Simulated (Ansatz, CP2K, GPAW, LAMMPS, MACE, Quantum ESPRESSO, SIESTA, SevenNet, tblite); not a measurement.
# What went wrong? GPAW on glassy 52SiO2-24B2O3-12Na2O-12CaO (mol %) (84 atoms)

Program: GPAW 26.7.0, a calculation on a cell of 13 Si, 12 B, 6 Na, 3 Ca and 50 O, 11.6 Å³ an atom.

Input file run.py:

```python
import numpy as np
from ase.io import read
from gpaw import GPAW, FermiDirac

atoms = read("structure.xyz")
atoms.calc = GPAW(
    mode="lcao",
    basis="tzp",
    h=0.18,
    xc="PBE",
    kpts={"size": (1, 1, 1), "gamma": True},
    occupations=FermiDirac(0.05),
    maxiter=60,
    symmetry={"point_group": False},
    txt="gpaw.txt",
)
energy = atoms.get_potential_energy(force_consistent=True)
forces = atoms.get_forces()
print(f"energy {energy:.6f} eV")
print("forces (eV/A)")
for i, (a, f) in enumerate(zip(atoms, forces)):
    print(f"{i:4d} {a.symbol:2s} {f[0]:10.5f} {f[1]:10.5f} {f[2]:10.5f}")
print(f"Fermi level {atoms.calc.get_fermi_level():.4f} eV")
for k in range(len(atoms.calc.get_ibz_k_points())):
    for s in range(atoms.calc.get_number_of_spins()):
        e = atoms.calc.get_eigenvalues(kpt=k, spin=s)
        n = np.searchsorted(e, atoms.calc.get_fermi_level())
        print(f"k {k} spin {s} levels about the Fermi level:", np.round(e[max(n - 6, 0):n], 4).tolist(), "|", np.round(e[n:n + 6], 4).tolist())
```

Input file structure.xyz:

```xyz
84
Lattice="9.90728 0.00000 0.00000 0.00000 9.90728 0.00000 0.00000 0.00000 9.90728" Properties=species:S:1:pos:R:3 pbc="T T T"
Si 9.04822 8.69156 5.13405
Si 2.81010 4.44758 0.42126
Si 7.61781 2.30988 7.82437
Si 7.49555 8.41564 9.84477
Si 9.52615 0.87580 2.98863
Si 0.79110 3.71741 4.12044
Si 2.61929 7.33991 6.99930
Si 5.02913 0.45554 7.58036
Si 5.51182 6.05731 4.23744
Si 0.97498 9.50663 0.38916
[... 70 atom lines left out ...]
O 6.31966 1.41189 7.35536
O 0.47020 2.14770 3.67124
O 5.88116 6.37603 2.68636
O 0.10739 5.74533 0.80596
```

Launch:

```console
$ OMP_NUM_THREADS=1 python run.py > output.txt
```

What it wrote:

```text
FileNotFoundError: Could not find required basis set file "Si.tzp.basis".
You need to set the GPAW_SETUP_PATH environment variable to point to
the directories where PAW dataset and basis files are stored.  See
for details.
```

gpaw.txt:

```text
Input parameters:
  mode=LCAO(),
  basis={'default': 'tzp'},
  h=0.18,
  kpts=MonkhorstPack(size=(1, 1, 1), gamma=True),
  maxiter=60,
  occupations=Occupations(name='fermi-dirac', width=0.05, fixmagmom=False),
  symmetry=Symmetry(point_group=False),
  xc=XC(name='PBE')
timing:  # [seconds]
  Total: 0.024  # ━━━━━━━━━━━━━━━━━━━━━━━━━━━━━━━━━━━━━━━━━━━━━━━━━━━━━━━━━━━
  Init:  0.007  # ━━━━━━━━━━━━━━━━━━
```

Elapsed: 1.1 s, on 1 thread of Arm Neoverse V2, shared host; peak memory 0.11 GiB.

Banners, paths, timers and routine set-up lines are dropped from the logs unmarked, and long logs keep their key lines alone; longer cuts are marked.

**Question.** Which part of the input is at fault, and how is it mended?

A basis that isn't there: basis tzp. The sound run has basis dzp.

The program stopped at the start.

[Also dropped from logs without a mark: logging warnings of Python, and SIESTA's first energy breakdown and zero terms.]

[Logs are printed without paths, hosts, clocks, repeated set-up lines and the standing remarks that a program may print on its own settings, such as how far it seeks lower states.]

[Hosts, paths, dates, database ids (printed as entryN), source tags and the programs' standing remarks are cut or masked in the printed files.]
